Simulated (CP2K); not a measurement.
Two runs for the C K edge of propyne. Run A: CP2K XAS_TDP, all-electron GAPW, PBEh(45%), aug-cc-pVTZ, TDA, no relativity. Run B differs in one setting.

First lines with a strength over 0.0015. A:

| atom | energy (eV) | states | strength, one atom |
| --- | --- | --- | --- |
| C1 (bonded to C and 3 H) | 284.03 | 1 | 0.0025 |
|  | 284.40 | 2 | 0.0272 |
|  | 285.50 | 2 | 0.0142 |
|  | 285.97 | 1 | 0.0029 |
|  | 286.63 | 2 | 0.0181 |
| C2 (bonded to 2 C) | 281.91 | 2 | 0.1086 |
|  | 286.23 | 2 | 0.0016 |
|  | 286.80 | 2 | 0.0018 |
|  | 286.84 | 1 | 0.0069 |
|  | 286.94 | 1 | 0.0023 |
| C3 (bonded to C and H) | 281.72 | 2 | 0.0952 |
|  | 283.67 | 1 | 0.0033 |
|  | 284.12 | 1 | 0.0070 |
|  | 284.85 | 2 | 0.0097 |
|  | 285.61 | 2 | 0.0065 |

B:

| atom | energy (eV) | states | strength, one atom |
| --- | --- | --- | --- |
| C1 (bonded to C and 3 H) | 289.21 | 1 | 0.0024 |
|  | 289.59 | 2 | 0.0267 |
|  | 290.69 | 2 | 0.0140 |
|  | 291.15 | 1 | 0.0029 |
|  | 291.82 | 2 | 0.0178 |
| C2 (bonded to 2 C) | 286.28 | 2 | 0.1070 |
|  | 290.60 | 2 | 0.0016 |
|  | 291.17 | 2 | 0.0017 |
|  | 291.21 | 1 | 0.0068 |
|  | 291.31 | 1 | 0.0022 |
| C3 (bonded to C and H) | 286.29 | 2 | 0.0937 |
|  | 288.24 | 1 | 0.0032 |
|  | 288.69 | 1 | 0.0069 |
|  | 289.43 | 2 | 0.0096 |
|  | 290.18 | 2 | 0.0064 |

Which was it: scalar relativity switched on, GW2X switched on, the basis, the functional?

GW2X switched on. GW2X shifts an atom's lines together and keeps their spacings. Against PBEh(45%) in aug-cc-pVTZ, the leading lines move by +5.19 eV (C1, to 289.59), +4.37 eV (C2, to 286.28) and +4.57 eV (C3, to 286.29).

[Hosts, paths, dates, database ids (printed as entryN), source tags and the programs' standing remarks are cut or masked in the printed files.]
